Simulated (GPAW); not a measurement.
# Calculated records

```
! title: A GW chain in GPAW: CaHI (P4/nmm)
! method: DFT, LDA, plane waves, PAW (and 1 further level or step)
! program: GPAW 26.7.0
! settings of one run: cutoff 600 eV, GPAW PAW setups 1.2.1 data release, 4×4×1 k-mesh, nbands 508
! cost: 3 runs, 5.8 min in all on 4 MPI ranks of Arm Neoverse V2, shared host (the runs of this entry)
! notes: The cell and positions come from the Crystallography Open Database and are kept as given unless a step says otherwise. Limits: no spin-orbit coupling. Only 2 of the mesh’s irreducible points were corrected, so a valley elsewhere could overtake. Bands and cutoff are finite, so the gap is not at the basis limit. The miss can reach some tenths of an eV and take either sign; the mesh is an error of its own. The 4×4×1 mesh is coarse for this cell, which bears on the long-range parts of exchange and screening. Mesh or cutoff lie under what a gap needs, so these runs test behaviour and cost; their gaps are not to be quoted.
! LDA gap: 3.12 eV, indirect (only 41 meV under the direct gap)
! G0W0 gap on the mesh: 4.84 eV
! G0W0 gap over the zone (rigid shift): 4.81 eV
! GW settings: 4×4×1 mesh, 231 bands, screening to 78 eV, Godby-Needs plasmon pole
! known limits: not at the basis limit; no spin-orbit coupling; coarse k mesh
CELL_PARAMETERS angstrom
4.07100 0.00000 0.00000
0.00000 4.07100 0.00000
0.00000 0.00000 8.94100
ATOMIC_POSITIONS crystal
Ca 0.00000 0.50000 0.16000
Ca 0.50000 0.00000 0.84000
H 0.00000 0.00000 0.00000
H 0.50000 0.50000 0.00000
I 0.00000 0.50000 0.67500
I 0.50000 0.00000 0.32500
```

[Paths, hosts, dates, memory and timing lines, banners, echoed tables and standing remarks are left out of the program output.]

[Logs are printed without paths, hosts, clocks, repeated set-up lines and the standing remarks that a program may print on its own settings, such as how far it seeks lower states.]

[Runs of the session that timed out or met a known fault of the program may be left out.]

[Hosts, paths, dates, database ids (printed as entryN), source tags and the programs' standing remarks are cut or masked in the printed files.]
